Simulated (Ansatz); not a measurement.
# Au(111) film, 1 layer, flat: channels in plane against thickness

Aim: the ballistic channels of flat films against thickness, first Au(111) film, 1 layer, flat.

Main program and level: Ansatz 0.2.0; Ansatz plane-wave DFT, PBE, PAW files; ballistic transport by layer matching (Landauer), zero bias.

**1. The structure**

The cell holds 2 atoms: 2 Au. Cell: a = 11.000 Å, b = 2.884 Å, c = 4.995 Å, α = 90.0°, β = 90.0°, γ = 90.0°. It derives from Au. Vacuum lies along a. The structure's axis is c.

**2. With 1 layer**

Vacuum lies along the first vector, which takes one k-point, and the current runs in the film's plane. One period is a perfect wire, so its channels are the result. Energies from -0.27 to 0.27 eV in steps of 0.036 eV cover the slope of the Fermi function at 300 K, so the program can form a conductance.

input.yaml

```yaml
crystal:
  lattice:
    - [11.0, 0.0, 0.0]
    - [0.0, 2.8837582304, 0.0]
    - [0.0, 0.0, 4.9948157718]
  atoms:
    - { symbol: Au, position: [0.4090909091, 0.0, 0.0] }
    - { symbol: Au, position: [0.4090909091, 0.5, 0.5] }
kpoints:
  mp_grid: { grid: [1, 14, 9] }
hamiltonian:
  xc: pbe
scf:
  occupations: { method: fermi_dirac, width: 0.1 }
output:
  transmission:
    leads: [[0, 0]]
    kmesh: [1, 42]
    e_range: [-0.27, 0.27]
    de: 0.036
```

Launch:

```sh
$ ansatz run input.yaml --threads 4 --pin off --max-ram 8192MiB --backend cpu --events-out ev --progress --plain --runs-dir out
```

Numbers of over 12 decimals in the logs are rounded to 6 here.

What it wrote:

```text
Engine: ansatz 0.2.0, x86_64-unknown-linux-gnu
Pseudopotentials: kind: paw
Pseudopotential: Au, paw, valence charge 19, recommended cutoff 420 eV (normal), Au.paw.azcp
Functional definition: PBE
  parameter kappa = 0.804
  parameter beta = 0.066725
  exchange = pbe_x(kappa = kappa, mu = beta*pi^2/3)
  correlation = pbe_c(beta = beta)
Crystal: 2 atoms, lattice volume = 158.442 Å³
Basis set: ecut = 420 eV, 3121 PW (Γ)
Bands: 23, of which v1, the nominal top of the filled ones, is band 19 counted from 1 (18 counted from 0)
Symmetry: 16 space group operations
Space group: P6/mmm (ITA 191), of the structure as read, at distance tolerance 5.4e-5 Å
k-points: 40 of 126
Non-local potential: Au, projectors of the file, l = 0: 3, l = 1: 2, l = 2: 2, l = 3: 1
PAW form: soft (Blöchl's): semilocal exchange-correlation on the pseudo side does not see the compensation charge
PAW one-centre angular grid: Au, 590 points (default); XC on 64 Gauss nodes
Initial density: superposition of atomic densities (neutral atoms: chi_scale 0, normalization atom), corrected by the library's trained network
Initial wavefunctions: pseudopotential atomic-orbital guess
Functional: x = pbe(κ = 0.804, μ = 0.219515), c = pbe(β = 0.066725)
SCF iter   1: F=—  HF=-26297.887389 eV  |F-HF|=—  |Δ(HF+E_count)|=         —  Δρ=1.32e-3  dr2=1.86e-3  ethr=1.77e-3  ⟨swp⟩=6.2  Hψ=4168  notcnv=0
preconditioner: auto → LDOS  [insulator: Δε(μ)=0.288 eV  Ē_g=7.491 eV  σ=0.100 eV  W_gap=0.62  n_scr=20 (ndim 8)  ℏωp=13.8 eV  f_vac=0.655  D(μ)=0.43/eV (n_scr^D=2)  ε∞_Penn≈4.4  β→1.0]
SCF iter   2: F=—  HF=-26297.890004 eV  |F-HF|=—  |Δ(HF+E_count)|=   2.62e-3  Δρ=6.38e-4  dr2=7.23e-4  ethr=4.91e-6  ⟨swp⟩=2.8  Hψ=2260  notcnv=0
SCF iter   3: F=—  HF=-26297.889845 eV  |F-HF|=—  |Δ(HF+E_count)|=   1.59e-4  Δρ=3.55e-4  dr2=2.05e-4  ethr=1.90e-6  ⟨swp⟩=2.9  Hψ=1859  notcnv=0
SCF iter   4: F=—  HF=-26297.889794 eV  |F-HF|=—  |Δ(HF+E_count)|=   5.12e-5  Δρ=7.19e-5  dr2=7.75e-6  ethr=5.39e-7  ⟨swp⟩=2.1  Hψ=1342  notcnv=0
SCF iter   5: F=—  HF=-26297.889791 eV  |F-HF|=—  |Δ(HF+E_count)|=   3.17e-6  Δρ=1.18e-5  dr2=1.99e-7  ethr=2.04e-8  ⟨swp⟩=2.2  Hψ=1500  notcnv=0
SCF iter   6: F=-26297.889791 eV  HF=-26297.889791 eV  |F-HF|=1.46e-10  |Δ(HF+E_count)|=   3.09e-8  Δρ=1.46e-6  dr2=1.36e-9  ethr=2.63e-10  ⟨swp⟩=5.8  Hψ=2898  notcnv=0
SCF 1 converged in 6 iterations: F = -26297.889791 eV  dr2 = 1.36e-9
  greatest PAW one-centre occupation: 1.000 electrons in one spin orbital (limit 2), on the Au atom at site 1 (counted from 0), in its partial waves of l = 0
transmission: 21 of 154 steps passed
transmission: 35 of 154 steps passed
[...]
transmission: 154 of 154 steps passed
SCF converged after 6 iterations
Free energy (F): -26297.889791 eV
Harris-Foulkes:  -26297.889791 eV  (|F-HF|=1.46e-10)
Internal energy: -26297.874153 eV  (E = F + TS)
E sigma→0 (E₀):  -26297.881972 eV
Entropy (-TS):   -0.015637 eV (-7.819 meV/atom)
Fermi energy:    -0.080442 eV
--- Per-component energies (eV) ---
  E_band       = -1151.014706
  E_kinetic    = 1206.044007
  E_local      = -15775.038314  (includes V_loc(G=0)·N_el)
  E_nonlocal   = 148.733075
  E_hartree    = 7269.743969
  E_xc         = -452.635617
  E_vxc        = -545.525447  (∫ρ·V_xc dr)
  E_paw        = -19414.015137  (= ΣΔE_a)
  E_vpaw       = -724.715020  (= ΣTr[D̂ρ^β])
  E_aug_tail   = 0.002903  (compensation charges beyond the density's cutoff)
  E_ewald      = 719.290962
  E_smearing   = -0.015637  (= −TS)
  E_closure    = -0.000000  (closes the sum)
  Σ components = -26297.889791   (vs F -26297.889791, Δ=0.00e0)
--- Band table (eV; the first three rows and the last of 40) ---
  k-point 0: bands = [... 15 lower, -2.0393, -1.6201, -1.6104, -0.8786, 1.6306, 2.0599, 4.0702, 5.0196]
  k-point 1: bands = [... 15 lower, -2.0297, -1.7275, -1.6333, -0.9742, 1.0588, 1.7924, 5.0907, 5.2311]
  k-point 2: bands = [... 15 lower, -2.0201, -1.9944, -1.6713, -1.2395, -0.3649, 2.2220, 5.3043, 6.1492]
  k-point 39: bands = [... 15 lower, -2.0427, -0.9392, -0.9392, 2.0234, 2.0234, 4.1708, 4.1708, 7.4060]
--- Transmission ---
  basis      : 273 plane waves across, 7 finite elements along
  points     : 22, standing for a mesh of 1 x 42
  filling    : by the input's occupations and mesh, since the crystals that have channels conduct as metals do. If one of these is a semiconductor, that mesh has misplaced its level
  energies   : 16 from -0.270000 to 0.270000 eV about the Fermi level, 0.036000 eV apart; the leads are filled to 0.000000 eV, and channels, transmission and decay are at 0.018000 eV
  crystal 0  : Au2, at the sites [0, 0], period 4.9948 Å: whole cells are its period
    offset         : up to 0.0000 Å between an atom of the period and one for which it stands
    filled         : 121.2 meV over the level at which it is neutral
    channels       : 8.333333e-1 a spin
    conductance    : 2.0359e14 S/m² at 300 K; may be off by some 0.0 % by where its bands' edges are placed, 10.0 % from the k-mesh, 1.7 % from the distance to neutral
    slowest decay  : 0.1841 /Å at (0.0000, 0.4286)
```

It took 78 s on 4 threads of Intel Xeon Platinum 8488C (Sapphire Rapids), shared host; peak memory 1.1 GiB.

Numbers from this step:

* free energy: -26297.8898 eV
* energy at zero smearing: -26297.8820 eV
* Fermi energy: -0.08044 eV
* cell area: 31.72 Å²
* estimated errors of the lead's conductance: 0, 10, 1.7 % (band edges, k-mesh, distance from neutral)
* lead conductance per cell: 0.8335 G₀

Per spin. The open channels, zone mean, lead by energy, zero at the Fermi level:

```csv
energy (eV),"open channels, zone mean, lead"
-0.270,0.786
-0.234,0.786
-0.198,0.881
-0.162,0.881
-0.126,0.833
-0.090,0.833
-0.054,0.833
-0.018,0.833
0.018,0.833
0.054,0.833
0.090,0.833
0.126,0.833
0.162,0.833
0.198,0.833
0.234,0.833
0.270,0.929
```

The program's largest error estimate for it is 10 %, from the k-mesh.

**3. With 2 layers, thickness 4.709 A**

The film grows to 2 layers.

System of this step: Au(111) film, 2 layers, flat. The cell holds 4 atoms: 4 Au. Its edges and angles: a = 13.355 Å, b = 2.884 Å, c = 4.995 Å, α = 90.0°, β = 90.0°, γ = 90.0°. It derives from Au. Vacuum lies along a. The structure's axis is c.

input.yaml, the sections that differ from step 2:

```yaml
crystal:
  lattice:
    - [13.3545787353, 0.0, 0.0]
    - [0.0, 2.8837582304, 0.0]
    - [0.0, 0.0, 4.9948157718]
  atoms:
    - { symbol: Au, position: [0.3369630813, 0.0, 0.0] }
    - { symbol: Au, position: [0.3369630813, 0.5, 0.5] }
    - { symbol: Au, position: [0.5132755492, 0.0, 0.3333333333] }
    - { symbol: Au, position: [0.5132755492, 0.5, 0.8333333333] }
# kpoints, hamiltonian, scf, output: as in step 2
```

What it wrote:

```text
[...]
Crystal: 4 atoms, lattice volume = 192.357 Å³
Basis set: ecut = 420 eV, 3785 PW (Γ)
Bands: 46, of which v1, the nominal top of the filled ones, is band 38 counted from 1 (37 counted from 0)
Symmetry: 8 space group operations
[...]
k-points: 40 of 126
[...]
--- Transmission ---
  basis      : 333 plane waves across, 7 finite elements along
  points     : 22, standing for a mesh of 1 x 42
[...]
crystal 0  : Au4, at the sites [0, 0], period 4.9948 Å: whole cells are its period
[...]
filled         : 5.2 meV over the level at which it is neutral
    channels       : 1.619048e0 a spin
[...]
slowest decay  : 0.1616 /Å at (0.0000, 0.4762)
[key lines of the parts left out:]
SCF converged after 6 iterations
Free energy (F): -52596.111506 eV
Fermi energy:    3.772024 eV
```

Elapsed: 2.4 min, on 4 threads; peak memory 1.6 GiB.

Numbers from this step:

```yaml
free_energy: -52596.1115 eV
energy_at_zero_smearing: -52596.0935 eV
fermi_energy: 3.772 eV
cell_area: 38.51 Å²
estimated_errors_of_the_lead_s_conductance: 0, 6.6, 0 % (band edges, k-mesh, distance from neutral)
lead_conductance_per_cell: 1.623 G₀
```

Per spin. Open channels, zone mean, lead against energy, zero at the Fermi level:

```csv
energy (eV),"open channels, zone mean, lead"
-0.270,1.62
-0.234,1.62
-0.198,1.62
-0.162,1.62
-0.126,1.62
-0.090,1.62
-0.054,1.62
-0.018,1.62
0.018,1.62
0.054,1.62
0.090,1.67
0.126,1.67
0.162,1.76
0.198,1.76
0.234,1.71
0.270,1.71
```

The lead conductance per cell is 1.62 G₀, 1.9 times the 0.834 G₀ of the last finished run.

**4. With 3 layers, thickness 7.064 A**

The film grows to 3 layers.

System of this step: Au(111) film, 3 layers, flat. The cell holds 6 atoms: 6 Au. Its edges and angles: a = 15.709 Å, b = 2.884 Å, c = 4.995 Å, α = 90.0°, β = 90.0°, γ = 90.0°. It derives from Au. Vacuum lies along a. The structure's axis is c.

input.yaml, the sections that differ from step 3:

```yaml
crystal:
  lattice:
    - [15.7091574706, 0.0, 0.0]
    - [0.0, 2.8837582304, 0.0]
    - [0.0, 0.0, 4.9948157718]
  atoms:
    - { symbol: Au, position: [0.2864571196, 0.0, 0.0] }
    - { symbol: Au, position: [0.2864571196, 0.5, 0.5] }
    - { symbol: Au, position: [0.4363428623, 0.0, 0.3333333333] }
    - { symbol: Au, position: [0.4363428623, 0.5, 0.8333333333] }
    - { symbol: Au, position: [0.5862286051, 0.0, 0.6666666667] }
    - { symbol: Au, position: [0.5862286051, 0.5, 0.1666666667] }
# kpoints, hamiltonian, scf, output: as in step 3
```

What it wrote:

```text
[...]
Crystal: 6 atoms, lattice volume = 226.272 Å³
Basis set: ecut = 420 eV, 4457 PW (Γ)
Bands: 69, of which v1, the nominal top of the filled ones, is band 57 counted from 1 (56 counted from 0)
[... 1 set-up line as in the run before ...]
[...]
k-points: 40 of 126
[...]
--- Transmission ---
  basis      : 389 plane waves across, 7 finite elements along
  points     : 22, standing for a mesh of 1 x 42
[...]
crystal 0  : Au6, at the sites [0, 0], period 4.9948 Å: whole cells are its period
[...]
filled         : 2.4 meV under the level at which it is neutral
    channels       : 2.404762e0 a spin
[...]
slowest decay  : 0.1981 /Å at (0.0000, 0.5000)
[key lines of the parts left out:]
SCF converged after 6 iterations
Free energy (F): -78894.688251 eV
Fermi energy:    6.433871 eV
```

Elapsed: 4.1 min, on 4 threads; peak memory 2.2 GiB.

This step gave:

```yaml
free_energy: -78894.6883 eV
energy_at_zero_smearing: -78894.6547 eV
fermi_energy: 6.434 eV
cell_area: 45.30 Å²
estimated_errors_of_the_lead_s_conductance: 0, 6, 0 % (band edges, k-mesh, distance from neutral)
lead_conductance_per_cell: 2.393 G₀
```

Per spin. Open channels, zone mean, lead against energy, zero at the Fermi level:

```csv
energy (eV),"open channels, zone mean, lead"
-0.270,2.40
-0.234,2.31
-0.198,2.36
-0.162,2.36
-0.126,2.36
-0.090,2.36
-0.054,2.36
-0.018,2.40
0.018,2.40
0.054,2.40
0.090,2.40
0.126,2.5
0.162,2.55
0.198,2.60
0.234,2.55
0.270,2.48
```

The lead conductance per cell is 2.39 G₀, 48 % over the 1.62 G₀ of the last finished run.

**5. With 4 layers, thickness 9.418 A**

The film grows to 4 layers.

System of this step: Au(111) film, 4 layers, flat. The cell holds 8 atoms: 8 Au. Its edges and angles: a = 18.064 Å, b = 2.884 Å, c = 4.995 Å, α = 90.0°, β = 90.0°, γ = 90.0°. It derives from Au. Vacuum lies along a. The structure's axis is c.

input.yaml, the sections that differ from step 4:

```yaml
crystal:
  lattice:
    - [18.063736206, 0.0, 0.0]
    - [0.0, 2.8837582304, 0.0]
    - [0.0, 0.0, 4.9948157718]
  atoms:
    - { symbol: Au, position: [0.2491178984, 0.0, 0.0] }
    - { symbol: Au, position: [0.2491178984, 0.5, 0.5] }
    - { symbol: Au, position: [0.3794662775, 0.0, 0.3333333333] }
    - { symbol: Au, position: [0.3794662775, 0.5, 0.8333333333] }
    - { symbol: Au, position: [0.5098146566, 0.0, 0.6666666667] }
    - { symbol: Au, position: [0.5098146566, 0.5, 0.1666666667] }
    - { symbol: Au, position: [0.6401630357, 0.0, 0.0] }
    - { symbol: Au, position: [0.6401630357, 0.5, 0.5] }
# kpoints, hamiltonian, scf, output: as in step 4
```

What it wrote:

```text
[...]
Crystal: 8 atoms, lattice volume = 260.187 Å³
Basis set: ecut = 420 eV, 5101 PW (Γ)
Bands: 92, of which v1, the nominal top of the filled ones, is band 76 counted from 1 (75 counted from 0)
[... 1 set-up line as in the run before ...]
[...]
k-points: 40 of 126
[...]
--- Transmission ---
  basis      : 449 plane waves across, 7 finite elements along
  points     : 22, standing for a mesh of 1 x 42
[...]
crystal 0  : Au8, at the sites [0, 0], period 4.9948 Å: whole cells are its period
[...]
filled         : 6.6 meV over the level at which it is neutral
    channels       : 3.023810e0 a spin
[...]
slowest decay  : 0.1489 /Å at (0.0000, 0.5000)
[key lines of the parts left out:]
SCF converged after 8 iterations
Free energy (F): -105193.310968 eV
Fermi energy:    8.328022 eV
```

Wall time 6.6 min (4 threads); peak memory 2.8 GiB.

This step gave:

- free energy: -105193.3110 eV
- energy at zero smearing: -105193.2707 eV
- Fermi energy: 8.328 eV
- cell area: 52.09 Å²
- estimated errors of the lead's conductance: 0, 5, 0 % (band edges, k-mesh, distance from neutral)
- lead conductance per cell: 3.084 G₀

Per spin. The open channels, zone mean, lead by energy, zero at the Fermi level:

```csv
energy (eV),"open channels, zone mean, lead"
-0.270,3
-0.234,3.05
-0.198,3.05
-0.162,3.05
-0.126,3.05
-0.090,3.05
-0.054,3.12
-0.018,3.07
0.018,3.02
0.054,3.17
0.090,3.17
0.126,3.19
0.162,3.24
0.198,3.19
0.234,3.19
0.270,3.19
```

The lead conductance per cell is 3.08 G₀, 29 % over the 2.39 G₀ of the last finished run.

**6. With 5 layers, thickness 11.773 A**

The film grows to 5 layers.

System of this step: Au(111) film, 5 layers, flat. The cell holds 10 atoms: 10 Au. Cell: a = 20.418 Å, b = 2.884 Å, c = 4.995 Å, α = 90.0°, β = 90.0°, γ = 90.0°. It derives from Au. Vacuum lies along a. The structure's axis is c.

input.yaml, the sections that differ from step 5:

```yaml
crystal:
  lattice:
    - [20.4183149413, 0.0, 0.0]
    - [0.0, 2.8837582304, 0.0]
    - [0.0, 0.0, 4.9948157718]
  atoms:
    - { symbol: Au, position: [0.2203903707, 0.0, 0.0] }
    - { symbol: Au, position: [0.2203903707, 0.5, 0.5] }
    - { symbol: Au, position: [0.3357073664, 0.0, 0.3333333333] }
    - { symbol: Au, position: [0.3357073664, 0.5, 0.8333333333] }
    - { symbol: Au, position: [0.4510243621, 0.0, 0.6666666667] }
    - { symbol: Au, position: [0.4510243621, 0.5, 0.1666666667] }
    - { symbol: Au, position: [0.5663413577, 0.0, 0.0] }
    - { symbol: Au, position: [0.5663413577, 0.5, 0.5] }
    - { symbol: Au, position: [0.6816583534, 0.0, 0.3333333333] }
    - { symbol: Au, position: [0.6816583534, 0.5, 0.8333333333] }
# kpoints, hamiltonian, scf, output: as in step 5
```

What it wrote:

```text
[...]
Crystal: 10 atoms, lattice volume = 294.102 Å³
Basis set: ecut = 420 eV, 5785 PW (Γ)
Bands: 114, of which v1, the nominal top of the filled ones, is band 95 counted from 1 (94 counted from 0)
[... 1 set-up line as in the run before ...]
[...]
k-points: 40 of 126
[...]
--- Transmission ---
  basis      : 513 plane waves across, 7 finite elements along
  points     : 22, standing for a mesh of 1 x 42
[...]
crystal 0  : Au10, at the sites [0, 0], period 4.9948 Å: whole cells are its period
[...]
filled         : 9.0 meV under the level at which it is neutral
    channels       : 3.738095e0 a spin
[...]
slowest decay  : 0.1807 /Å at (0.0000, 0.5000)
[key lines of the parts left out:]
SCF converged after 8 iterations
Free energy (F): -131491.908442 eV
Fermi energy:    9.750313 eV
```

Wall time 9.7 min (4 threads); peak memory 3.5 GiB.

This step gave:

```yaml
free_energy: -131491.9084 eV
energy_at_zero_smearing: -131491.8569 eV
fermi_energy: 9.750 eV
cell_area: 58.88 Å²
estimated_errors_of_the_lead_s_conductance: 0, 7, 0.2 % (band edges, k-mesh, distance from neutral)
lead_conductance_per_cell: 3.780 G₀
```

Per spin. Open channels, zone mean, lead against energy, zero at the Fermi level:

```csv
energy (eV),"open channels, zone mean, lead"
-0.270,3.69
-0.234,3.71
-0.198,3.86
-0.162,3.81
-0.126,3.76
-0.090,3.76
-0.054,3.76
-0.018,3.76
0.018,3.74
0.054,3.93
0.090,3.93
0.126,3.98
0.162,3.98
0.198,3.98
0.234,3.93
0.270,3.98
```

The lead conductance per cell is 3.78 G₀, 23 % over the 3.08 G₀ of the last finished run.

**7. Cost and result by level**

Times are for 4 threads of Intel Xeon Platinum 8488C (Sapphire Rapids), shared host. The series side by side:

```csv
no.,layers,lead conductance per cell (G₀),time,memory (GiB)
1,1,0.8335,78 s,1.1
2,2,1.623,2.4 min,1.6
3,3,2.393,4.1 min,2.2
4,4,3.084,6.6 min,2.8
5,5,3.780,9.7 min,3.5
```

The runs together. Open channels, zone mean against energy, zero at the Fermi level:

```csv
energy (eV),1,2,3,4,5
-0.270,0.786,1.62,2.40,3,3.69
-0.234,0.786,1.62,2.31,3.05,3.71
-0.198,0.881,1.62,2.36,3.05,3.86
-0.162,0.881,1.62,2.36,3.05,3.81
-0.126,0.833,1.62,2.36,3.05,3.76
-0.090,0.833,1.62,2.36,3.05,3.76
-0.054,0.833,1.62,2.36,3.12,3.76
-0.018,0.833,1.62,2.40,3.07,3.76
0.018,0.833,1.62,2.40,3.02,3.74
0.054,0.833,1.62,2.40,3.17,3.93
0.090,0.833,1.67,2.40,3.17,3.93
0.126,0.833,1.67,2.5,3.19,3.98
0.162,0.833,1.76,2.55,3.24,3.98
0.198,0.833,1.76,2.60,3.19,3.98
0.234,0.833,1.71,2.55,3.19,3.93
0.270,0.929,1.71,2.48,3.19,3.98
```

**8. Summary of results**

```
conductance per cell, 1 layer  : 0.834 G₀
conductance per cell, 2 layers : 1.62 G₀
conductance per cell, 3 layers : 2.39 G₀
conductance per cell, 4 layers : 3.08 G₀
conductance per cell, 5 layers : 3.78 G₀
```

In words: The conductance per cell width goes from 0.834 G0 at 1 to 3.78 G0 at 5 layers. Over the film's own cross-section (layers × spacing × width) the conductance runs from 0.95 to 0.86×10¹⁵ S/m²; that nominal section leaves out the charge that spills into the vacuum, which flatters the thinnest films. The gains from one thickness to the next are 0.79, 0.77, 0.69 and 0.70 G0 per added layer; their spread isn't beyond the error estimates. The film repeats perfectly along the current, so nothing scatters; its faces are clean and not relaxed. Spin-orbit coupling is left out, which matters for Au. The program's error estimates for the conductances, leads' steps apart, run from 5 to 10 %.

[Logs are printed without paths, hosts, clocks, repeated set-up lines and the standing remarks that a program may print on its own settings, such as how far it seeks lower states.]

[Hosts, paths, dates, database ids (printed as entryN), source tags and the programs' standing remarks are cut or masked in the printed files.]
